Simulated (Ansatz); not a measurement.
BaTiO3 (P4mm), computed twice by G0W0.

The database entry behind the starting cell differs from later determinations by our own check (c/a about 0.6 % short), so it need not match the best structure at ambient conditions.

```
Ba Ti O
1.0
     3.99980    0.00000    0.00000
     0.00000    3.99980    0.00000
     0.00000    0.00000    4.01800
Ba Ti O
1 1 3
Cartesian
  0.0000 0.0000 0.0000
  1.9999 1.9999 1.9688
  1.9999 1.9999 0.0763
  1.9999 0.0000 2.0773
  0.0000 1.9999 2.0773
```

The cell and positions come from the Crystallography Open Database and are kept as given unless a step says otherwise. Spin-orbit coupling is left out unless a run names it.

The first (Ansatz 0.2.0; start PBE, 6×6×6 mesh, 168 empty bands, screening to 110 eV, hard PAW files; 1 × NVIDIA H100 80GB HBM3 (shared by 3 runs) with 4 threads of AMD EPYC 7R13 (Zen 3), shared host) gave, on its mesh: starting gap 1.83 eV, G0W0 gap 3.26 eV, RPA ε∞ (mean) 6.16, 84 s.

The second changes empty bands from 168 to 647 and screening cutoff (eV) from 110.0 to 270.0. What does it give?

It gave: starting gap 1.83 eV, G0W0 gap 3.33 eV, RPA ε∞ (mean) 6.14, 5 min. The G0W0 gap moves by +0.06 eV, +0.00 eV from the start and +0.06 eV from the correction. Σc changes by −0.45 eV at the valence top and −0.38 eV at the conduction bottom, and Σx − Vxc between them by +0.00 eV.

Limits: not at the basis limit; no spin-orbit coupling.

[Paths, hosts, dates, memory and timing lines, banners, echoed tables and standing remarks are left out of the program output.]

[Logs are printed without paths, hosts, clocks, repeated set-up lines and the standing remarks that a program may print on its own settings, such as how far it seeks lower states.]

[Runs of the session that timed out or met a known fault of the program may be left out.]

[Cells called generated may have been cut or substituted from an entry of the Crystallography Open Database or the Materials Project.]

[Hosts, paths, dates, database ids (printed as entryN), source tags and the programs' standing remarks are cut or masked in the printed files.]
